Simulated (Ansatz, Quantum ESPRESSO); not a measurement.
# HfO2 (Fm-3m): third-order response

Wanted: vibrational spectra of HfO2 (Fm-3m) from linear and non-linear response.

Program: Quantum ESPRESSO 8.0 development, patched. Level of theory: DFT LDA, scalar-relativistic, plane waves, PseudoDojo norm-conserving pseudopotentials. Results are calculated unless marked as measured.

**1. The structure**

It takes space group Fm-3m (No. 225, cubic). Conventional cell: a = 5.115 Å, b = 5.115 Å, c = 5.115 Å, α = 90.00°, β = 90.00°, γ = 90.00°. Nearest to Hf lie 8 O at 2.21 Å. Nearest to O lie 4 Hf at 2.21 Å. Farther neighbours and most contacts between anions are not listed.

Structure file:

```
CELL_PARAMETERS angstrom
-2.55750 0.00000 2.55750
0.00000 2.55750 2.55750
-2.55750 2.55750 0.00000
ATOMIC_POSITIONS crystal
Hf 0.00000 0.00000 0.00000
O 0.75000 0.75000 0.75000
O 0.25000 0.25000 0.25000
```

**2. A first look**

A cheap run with smearing and empty bands tells whether the crystal has a gap, which decides between fixed occupations and smearing later on.

Contents of probe.in:

```
&CONTROL
  calculation = 'scf'
  prefix      = 'x'
  outdir      = './tmp'
  pseudo_dir  = './pseudo'
  tprnfor     = .true.
  tstress     = .true.
  verbosity   = 'high'
/
&SYSTEM
  ibrav       = 2
  celldm(1)   = 9.66594913
  nat         = 3
  ntyp        = 2
  ecutwfc     = 84.0
  occupations = 'smearing'
  smearing    = 'gaussian'
  degauss     = 0.01
/
&ELECTRONS
  conv_thr         = 1.0d-07
  mixing_beta      = 0.7
  electron_maxstep = 100
/
ATOMIC_SPECIES
 Hf    178.4900  Hf.upf
 O      15.9990  O.upf
ATOMIC_POSITIONS crystal
 Hf     0.000000000   0.000000000   0.000000000
 O      0.750000000   0.750000000   0.750000000
 O      0.250000000   0.250000000   0.250000000
K_POINTS automatic
 6 6 6 0 0 0
```

Run with:

```bash
$ OMP_NUM_THREADS=1 mpirun -n 2 pw.x -nk 2 -in probe.in > probe.out
```

Output:

```text
[banners, grids, parts of the stress and lines that vanish by symmetry left out]
Program PWSCF v.8.0dev
     bravais-lattice index     =            2
     lattice parameter (alat)  =       9.6659  a.u.
[...]
kinetic-energy cutoff     =      84.0000  Ry
     charge density cutoff     =     336.0000  Ry
     scf convergence threshold =      1.0E-07
[...]
Exchange-correlation= SLA-PW-NOGX-NOGC
                           (   1   4   0   0   0   0   0)
[...]
48 Sym. Ops., with inversion, found
[...]
(     0          1          0      )
                  (     0          0          1      )
[...]
(  0.0000000  1.0000000  0.0000000 )
                  (  0.0000000  0.0000000  1.0000000 )
[...]
(     1          0         -1      )
                  (     0          0         -1      )
[...]
(     0          1         -1      )
                  (     0          1          0      )
[...]
( -1.0000000  0.0000000  0.0000000 )
                  (  0.0000000  1.0000000  0.0000000 )
[...]
number of k points=    16  Gaussian smearing, width (Ry)=  0.0100
[...]
End of self-consistent calculation
[...]
the Fermi energy is    13.6937 ev
!    total energy              =    -179.40501255 Ry
[...]
convergence has been achieved in  11 iterations
[...]
atom    1 type  1   force =     0.00000000    0.00000000   -0.00000000
     atom    2 type  2   force =     0.00000000    0.00000000    0.00000000
     atom    3 type  2   force =    -0.00000000   -0.00000000   -0.00000000
[...]
Total force =     0.000000     Total SCF correction =     0.000000
[...]
total   stress  (Ry/bohr**3)                   (kbar)     P=     -220.75
[...]
XML data file, charge density, pseudopotentials, collected wavefunctions

   JOB DONE.
```

Run time: 6.4 s. Hardware: 2 MPI ranks of Intel Xeon Platinum 8559C (Emerald Rapids), shared host; 12 s of CPU time.

Numbers from this step:

```yaml
volume_per_atom: 11.15 Å³
pressure: -22.07 GPa
gap_on_the_k_mesh: 3.560 eV
```

A gap of 3.6 eV opens on this mesh, so the crystal is taken as an insulator; the start stands at -22 GPa.

**3. Relaxing the cell and atoms**

The relaxation runs at a cutoff a fifth above that of the response, since stress converges more slowly with the basis than frequencies do. Forces and stress are brought to rest with tight thresholds.

Contents of relax.in:

```
&CONTROL
  calculation   = 'vc-relax'
  prefix        = 'x'
  outdir        = './tmp'
  pseudo_dir    = './pseudo'
  tprnfor       = .true.
  tstress       = .true.
  forc_conv_thr = 2.0d-05
  etot_conv_thr = 1.0d-07
  nstep         = 40
/
&SYSTEM
  ibrav       = 2
  celldm(1)   = 9.66594913
  nat         = 3
  ntyp        = 2
  ecutwfc     = 101
  occupations = 'fixed'
  nbnd        = 14
/
&ELECTRONS
  conv_thr         = 1.0d-11
  mixing_beta      = 0.7
  electron_maxstep = 100
/
&IONS
/
&CELL
  press_conv_thr = 0.2
/
ATOMIC_SPECIES
 Hf    178.4900  Hf.upf
 O      15.9990  O.upf
ATOMIC_POSITIONS crystal
 Hf     0.000000000   0.000000000   0.000000000
 O      0.750000000   0.750000000   0.750000000
 O      0.250000000   0.250000000   0.250000000
K_POINTS automatic
 6 6 6 0 0 0
```

Run with:

```bash
$ OMP_NUM_THREADS=1 mpirun -n 2 pw.x -nk 2 -in relax.in > relax.out
```

Output:

```text
[banners, grids, parts of the stress and lines that vanish by symmetry left out]
[banner, memory and clock lines left out]
Program PWSCF v.8.0dev

[...]
kinetic-energy cutoff     =     101.0000  Ry
     charge density cutoff     =     404.0000  Ry
     scf convergence threshold =      1.0E-11
[...]
energy convergence thresh.=      1.0E-07
     force convergence thresh. =      2.0E-05
     press convergence thresh. =      2.0E-01
     Exchange-correlation= SLA-PW-NOGX-NOGC
                           (   1   4   0   0   0   0   0)
[...]
48 Sym. Ops., with inversion, found
[...]
number of k points=    16
[...]
End of self-consistent calculation
[...]
highest occupied, lowest unoccupied level (ev):    11.5133   15.0736
!    total energy              =    -179.40506519 Ry
[...]
convergence has been achieved in  30 iterations
[...]
atom    1 type  1   force =     0.00000000    0.00000000   -0.00000000
     atom    2 type  2   force =    -0.00000000    0.00000000   -0.00000000
     atom    3 type  2   force =     0.00000000   -0.00000000    0.00000000
     Total force =     0.000000     Total SCF correction =     0.000000
[...]
total   stress  (Ry/bohr**3)                   (kbar)     P=     -220.20
[...]
number of bfgs steps    =   0
[...]
CELL_PARAMETERS (alat=  9.66594913)
[...]
ATOMIC_POSITIONS (crystal)
Hf              -0.0000000000       -0.0000000000        0.0000000000
O                0.7500000000        0.7500000000        0.7500000000
O                0.2500000000        0.2500000000        0.2500000000
[...]
New effective cutoffs (rho, wfc):  435.51  108.98
[...]
End of self-consistent calculation
[...]
highest occupied, lowest unoccupied level (ev):    13.4638   17.3205
!    total energy              =    -179.41991345 Ry
[...]
convergence has been achieved in  10 iterations
[...]
atom    1 type  1   force =     0.00000000    0.00000000    0.00000000
     atom    2 type  2   force =     0.00000000    0.00000000    0.00000000
     atom    3 type  2   force =     0.00000000    0.00000000    0.00000000
     Total force =     0.000000     Total SCF correction =     0.000000
[...]
total   stress  (Ry/bohr**3)                   (kbar)     P=       71.20
[...]
number of bfgs steps    =   1
[...]
CELL_PARAMETERS (alat=  9.66594913)
[...]
ATOMIC_POSITIONS (crystal)
Hf              -0.0000000000        0.0000000000        0.0000000000
[...]
New effective cutoffs (rho, wfc):  427.81  107.05
[...]
End of self-consistent calculation
[...]
highest occupied, lowest unoccupied level (ev):    12.9893   16.7771
!    total energy              =    -179.42100480 Ry
[...]
convergence has been achieved in  10 iterations
[...]
atom    1 type  1   force =     0.00000000    0.00000000    0.00000000
     atom    2 type  2   force =     0.00000000    0.00000000    0.00000000
     atom    3 type  2   force =     0.00000000    0.00000000   -0.00000000
     Total force =     0.000000     Total SCF correction =     0.000000
[...]
total   stress  (Ry/bohr**3)                   (kbar)     P=      -10.52
[...]
number of bfgs steps    =   2
[...]
CELL_PARAMETERS (alat=  9.66594913)
[...]
ATOMIC_POSITIONS (crystal)
[...]
New effective cutoffs (rho, wfc):  428.81  107.30
[...]
End of self-consistent calculation
[...]
highest occupied, lowest unoccupied level (ev):    13.0505   16.8473
!    total energy              =    -179.42103159 Ry
[...]
convergence has been achieved in   8 iterations
[...]
atom    1 type  1   force =     0.00000000    0.00000000    0.00000000
     atom    2 type  2   force =     0.00000000    0.00000000   -0.00000000
     atom    3 type  2   force =    -0.00000000   -0.00000000    0.00000000
     Total force =     0.000000     Total SCF correction =     0.000000
[...]
total   stress  (Ry/bohr**3)                   (kbar)     P=       -0.39
[...]
number of bfgs steps    =   3
[...]
CELL_PARAMETERS (alat=  9.66594913)
[...]
ATOMIC_POSITIONS (crystal)
[...]
New effective cutoffs (rho, wfc):  428.85  107.31
[...]
End of self-consistent calculation
[...]
highest occupied, lowest unoccupied level (ev):    13.0529   16.8500
!    total energy              =    -179.42103162 Ry
[...]
convergence has been achieved in   6 iterations
[...]
atom    1 type  1   force =     0.00000000    0.00000000    0.00000000
     atom    2 type  2   force =    -0.00000000    0.00000000   -0.00000000
     atom    3 type  2   force =    -0.00000000    0.00000000    0.00000000
     Total force =     0.000000     Total SCF correction =     0.000000
[...]
total   stress  (Ry/bohr**3)                   (kbar)     P=        0.00
[...]
bfgs converged in   5 scf cycles and   4 bfgs steps
[...]
End of BFGS Geometry Optimization
     Final enthalpy           =    -179.4210316230 Ry
     File ./tmp/x.bfgs deleted, as requested
[...]
CELL_PARAMETERS (alat=  9.66594913)
[...]
ATOMIC_POSITIONS (crystal)
[...]
O                0.7500000000        0.7500000000        0.7500000000
O                0.2500000000        0.2500000000        0.2500000000
[...]
Final scf calculation at the relaxed structure.
[...]
kinetic-energy cutoff     =     101.0000  Ry
     charge density cutoff     =     404.0000  Ry
     scf convergence threshold =      1.0E-13
[...]
press convergence thresh. =      2.0E-01
     Exchange-correlation= SLA-PW-NOGX-NOGC
                           (   1   4   0   0   0   0   0)
[...]
48 Sym. Ops., with inversion, found
[...]
number of k points=    16
[...]
End of self-consistent calculation
[...]
highest occupied, lowest unoccupied level (ev):    13.0529   16.8500
!    total energy              =    -179.42102436 Ry
[...]
convergence has been achieved in  26 iterations
[...]
atom    1 type  1   force =     0.00000000    0.00000000    0.00000000
     atom    2 type  2   force =     0.00000000   -0.00000000    0.00000000
     atom    3 type  2   force =    -0.00000000    0.00000000   -0.00000000
     Total force =     0.000000     Total SCF correction =     0.000000
[...]
total   stress  (Ry/bohr**3)                   (kbar)     P=       -0.03
[...]
XML data file, charge density, pseudopotentials, collected wavefunctions
```

It took 58 s on 2 MPI ranks.

The steps of the relaxation:

| step | energy less that of the first step (eV) | largest force (eV/Å) | pressure (GPa) | volume (Å³) |
| --- | --- | --- | --- | --- |
| 1 | 0.0000 | 0.0000 | -22.02 | 33.46 |
| 2 | -0.2020 | 0.0000 | 7.12 | 29.84 |
| 3 | -0.2169 | 0.0000 | -1.05 | 30.65 |
| 4 | -0.2172 | 0.0000 | -0.04 | 30.54 |
| 5 | -0.2172 | 0.0000 | 0.00 | 30.54 |
| 6 | -0.2171 | 0.0000 | 0.00 | 30.54 |

| conventional cell, symmetrised | before | after | change |
| --- | --- | --- | --- |
| a (Å) | 5.115 | 4.962 | -3.0 % |
| b (Å) | 5.115 | 4.962 | -3.0 % |
| c (Å) | 5.115 | 4.962 | -3.0 % |
| volume (Å³/atom) | 11.15 | 10.18 | -8.7 % |

Final coordinates:

```xyz
3
Lattice="-2.4809 0.0000 2.4809 0.0000 2.4809 2.4809 -2.4809 2.4809 0.0000" Properties=species:S:1:pos:R:3 pbc="T T T"
Hf    0.0000    0.0000    0.0000
O    -3.7213    3.7213    3.7213
O    -1.2404    1.2404    1.2404
```

The last row of the table of steps is pw.x's closing run on a basis chosen anew for the final cell, so its energy can jump.

This step gave:

- volume per atom: 10.18 Å³
- pressure: -0.003000 GPa
- gap on the k-mesh: 3.797 eV

The volume changes by -8.7 % from the cell with which this run began.

**4. Self-consistent run for the response**

Perturbation theory inherits every error of the wavefunctions, so the threshold is set near the limit of the arithmetic. With a gap, occupations are fixed, which also allows the response to an electric field.

Contents of scf.in:

```
&CONTROL
  calculation = 'scf'
  prefix      = 'x'
  outdir      = './tmp'
  pseudo_dir  = './pseudo'
  tprnfor     = .true.
  tstress     = .true.
/
&SYSTEM
  ibrav       = 2
  celldm(1)   = 9.37629218
  nat         = 3
  ntyp        = 2
  ecutwfc     = 84.0
  occupations = 'fixed'
  nbnd        = 14
/
&ELECTRONS
  conv_thr         = 1.0d-12
  mixing_beta      = 0.7
  electron_maxstep = 100
/
ATOMIC_SPECIES
 Hf    178.4900  Hf.upf
 O      15.9990  O.upf
ATOMIC_POSITIONS crystal
 Hf     0.000000000   0.000000000   0.000000000
 O      0.750000000   0.750000000   0.750000000
 O      0.250000000   0.250000000   0.250000000
K_POINTS automatic
 8 8 8 0 0 0
```

Run with:

```bash
$ OMP_NUM_THREADS=1 mpirun -n 2 pw.x -nk 2 -in scf.in > scf.out
```

Output:

```text
[banners, grids, parts of the stress and lines that vanish by symmetry left out]
[banner, memory and clock lines left out]
Program PWSCF v.8.0dev

[...]
kinetic-energy cutoff     =      84.0000  Ry
     charge density cutoff     =     336.0000  Ry
     scf convergence threshold =      1.0E-12
[...]
Exchange-correlation= SLA-PW-NOGX-NOGC
                           (   1   4   0   0   0   0   0)
[...]
48 Sym. Ops., with inversion, found
[...]
number of k points=    29
[...]
End of self-consistent calculation
[...]
highest occupied, lowest unoccupied level (ev):    13.0528   16.8500
!    total energy              =    -179.42097180 Ry
[...]
convergence has been achieved in  18 iterations
[...]
atom    1 type  1   force =     0.00000000    0.00000000    0.00000000
     atom    2 type  2   force =    -0.00000000    0.00000000   -0.00000000
     atom    3 type  2   force =     0.00000000   -0.00000000    0.00000000
     Total force =     0.000000     Total SCF correction =     0.000000
[...]
total   stress  (Ry/bohr**3)                   (kbar)     P=       -0.44
[...]
XML data file, charge density, pseudopotentials, collected wavefunctions
```

The job ended after 17 s (2 MPI ranks; 33 s of CPU time).

This step gave:

| Property | Result |
| --- | --- |
| pressure | -0.04400 GPa |

The cell stands at -0.044 GPa, close enough for phonons.

**5. Linear response at Γ**

At q = 0 one unit cell holds all displacements; symmetry groups them into irreducible representations that are solved one by one. The response to a field gives ε∞ and the Born charges, which polar modes need. Third-order response adds the Raman tensors.

Contents of ph.in:

```
phonons
&INPUTPH
  prefix = 'x'
  outdir = './tmp'
  fildyn = 'g.dyn'
  tr2_ph = 1.0d-18
  epsil  = .true.
  lraman = .true.
  elop   = .true.
/
0.000000000000 0.000000000000 0.000000000000
```

Run with:

```bash
$ OMP_NUM_THREADS=1 mpirun -n 2 ph.x -nk 2 -in ph.in > ph.out
```

Output:

```text
[banners, grids, parts of the stress and lines that vanish by symmetry left out]
[banner, memory and clock lines left out]
Program PHONON v.8.0dev

[...]
(   1q-points):
[...]
Exchange-correlation= PW
                           (   1   4   0   0   0   0   0)
[...]
kinetic-energy cut-off    =      84.0000  Ry
     charge density cut-off    =     336.0000  Ry
     convergence threshold     =      1.0E-18
[...]
Exchange-correlation= PW
                           (   1   4   0   0   0   0   0)
[...]
q = (   0.0000000   0.0000000   0.0000000 )
     49 Sym.Ops. (with q -> -q+G )
     G cutoff =  748.2415  (  21595 G-vectors)     FFT grid: ( 40, 40, 40)
     number of k points=    29
[...]
Mode symmetry, O_h (m-3m)  point group:
[...]
Dielectric constant
[...]
End of electric fields calculation
          Dielectric constant in cartesian axis
          (       5.228813255       0.000000000       0.000000000 )
          (       0.000000000       5.228813255       0.000000000 )
          (      -0.000000000       0.000000000       5.228813255 )
          Effective charges (d Force / dE) in cartesian axis without acoustic sum rule applied (asr)
           atom    1  Hf    Mean Z*:        5.54591
      Ex  (        5.54591       -0.00000       -0.00000 )
      Ey  (       -0.00000        5.54591        0.00000 )
      Ez  (        0.00000        0.00000        5.54591 )
           atom    2  O     Mean Z*:       -2.77303
      Ex  (       -2.77303       -0.00000       -0.00000 )
      Ey  (        0.00000       -2.77303       -0.00000 )
      Ez  (       -0.00000       -0.00000       -2.77303 )
           atom    3  O     Mean Z*:       -2.77303
      Ex  (       -2.77303        0.00000       -0.00000 )
      Ey  (        0.00000       -2.77303       -0.00000 )
      Ez  (       -0.00000       -0.00000       -2.77303 )
          Effective charges Sum: Mean:       -0.00015
[...]
Effective charges (d Force / dE) in cartesian axis with asr applied:
           atom    1  Hf    Mean Z*:        5.54596
[...]
atom    2  O     Mean Z*:       -2.77298
[...]
atom    3  O     Mean Z*:       -2.77298
[...]
Dielectric constant from finite-differences
          (       5.228910041       0.000000000      -0.000000000 )
          (       0.000000000       5.228910041       0.000000000 )
          (      -0.000000000       0.000000000       5.228910041 )
[...]
(      -0.000000000      -0.000000000      -0.000000000 )
          (       0.000000000      -0.000000000       0.000000000 )
          (      -0.000000000       0.000000000      -0.000000000 )
          (      -0.000000000      -0.000000000       0.000000000 )
          (       0.000000000      -0.000000000       0.000000000 )
          (      -0.000000000       0.000000000       0.000000000 )
          (      -0.000000000       0.000000000      -0.000000000 )
          (      -0.000000000      -0.000000000      -0.000000000 )
[...]
(      -0.000000000       0.000000000      -0.000000000 )
          (       0.517366047      -0.000000000       0.000000000 )
          (      -0.000000000       0.517366047       0.000000000 )
          (       0.517366047      -0.000000000       0.000000000 )
          (      -0.000000000      -0.000000000       0.000000000 )
[...]
Representation #   1 modes #   1   2   3
[...]
End of self-consistent calculation
     Convergence has been achieved
     Representation #   2 modes #   4   5   6
[...]
End of self-consistent calculation
     Convergence has been achieved
     Representation #   3 modes #   7   8   9
[...]
End of self-consistent calculation
     Convergence has been achieved
[...]
Dielectric constant in cartesian axis
          (       5.228813255       0.000000000       0.000000000 )
          (       0.000000000       5.228813255       0.000000000 )
          (      -0.000000000       0.000000000       5.228813255 )
          Effective charges (d Force / dE) in cartesian axis without acoustic sum rule applied (asr)
           atom    1  Hf    Mean Z*:        5.54591
      Ex  (        5.54591       -0.00000       -0.00000 )
      Ey  (       -0.00000        5.54591        0.00000 )
      Ez  (        0.00000        0.00000        5.54591 )
           atom    2  O     Mean Z*:       -2.77303
      Ex  (       -2.77303       -0.00000       -0.00000 )
      Ey  (        0.00000       -2.77303       -0.00000 )
      Ez  (       -0.00000       -0.00000       -2.77303 )
           atom    3  O     Mean Z*:       -2.77303
      Ex  (       -2.77303        0.00000       -0.00000 )
      Ey  (        0.00000       -2.77303       -0.00000 )
      Ez  (       -0.00000       -0.00000       -2.77303 )
          Effective charges Sum: Mean:       -0.00015
[...]
Effective charges (d Force / dE) in cartesian axis with asr applied:
           atom    1  Hf    Mean Z*:        5.54596
[...]
atom    2  O     Mean Z*:       -2.77298
[...]
atom    3  O     Mean Z*:       -2.77298
[...]
q = (    0.000000000   0.000000000   0.000000000 )
[...]
freq (    1) =       0.036325 [THz] =       1.211688 [cm-1]
     freq (    2) =       0.036325 [THz] =       1.211688 [cm-1]
     freq (    3) =       0.036325 [THz] =       1.211688 [cm-1]
     freq (    4) =       7.759368 [THz] =     258.824668 [cm-1]
     freq (    5) =       7.759368 [THz] =     258.824668 [cm-1]
     freq (    6) =       7.759368 [THz] =     258.824668 [cm-1]
     freq (    7) =      18.335669 [THz] =     611.612092 [cm-1]
     freq (    8) =      18.335669 [THz] =     611.612092 [cm-1]
     freq (    9) =      18.335669 [THz] =     611.612092 [cm-1]
[...]
Mode symmetry, O_h (m-3m)  point group:
     freq (   1-   3) =          1.2  [cm-1]   --> T_1u G_15  G_4- I
     freq (   4-   6) =        258.8  [cm-1]   --> T_1u G_15  G_4- I
     freq (   7-   9) =        611.6  [cm-1]   --> T_2g G_25' G_5+ R
```

It took 9.5 min on 2 MPI ranks.

Read from the output:

- miss of the charge sum rule: 1.50e-4 e
- largest acoustic frequency at the zone centre before the sum rule: 1.21 cm⁻¹
- highest optical zone-centre mode (no LO-TO term): 611.6 cm⁻¹
- lowest optical zone-centre mode: 258.8 cm⁻¹
- mean high-frequency dielectric constant: 5.229
- largest Born charge in size (third of the trace): 5.546 e

Born charge (rows field, columns displacement), before the sum rule (e), principal values of the symmetric part by kind of site:

| atom | atoms with these values | low | middle | high | mean |
| --- | --- | --- | --- | --- | --- |
| Hf1 | 1 | 5.55 | 5.55 | 5.55 | 5.55 |
| O2 | 2 | -2.77 | -2.77 | -2.77 | -2.77 |

In full for Hf1:

```
5.55 0.00 0.00
0.00 5.55 0.00
0.00 0.00 5.55
```

High-frequency dielectric tensor:

```
5.23 0.00 0.00
0.00 5.23 0.00
0.00 0.00 5.23
```

The acoustic modes at Γ come out as far as 1.2 cm⁻¹ from zero, where they should vanish, a small numerical error; the Born charges miss their sum rule by 1.5e-4 e, which is good.

(Continued in part 2 of 3.)

[Host names and launcher messages were left out of these logs when they were recorded.]

[Logs are printed without paths, hosts, clocks, repeated set-up lines and the standing remarks that a program may print on its own settings, such as how far it seeks lower states.]

[Hosts, paths, dates, database ids (printed as entryN), source tags and the programs' standing remarks are cut or masked in the printed files.]
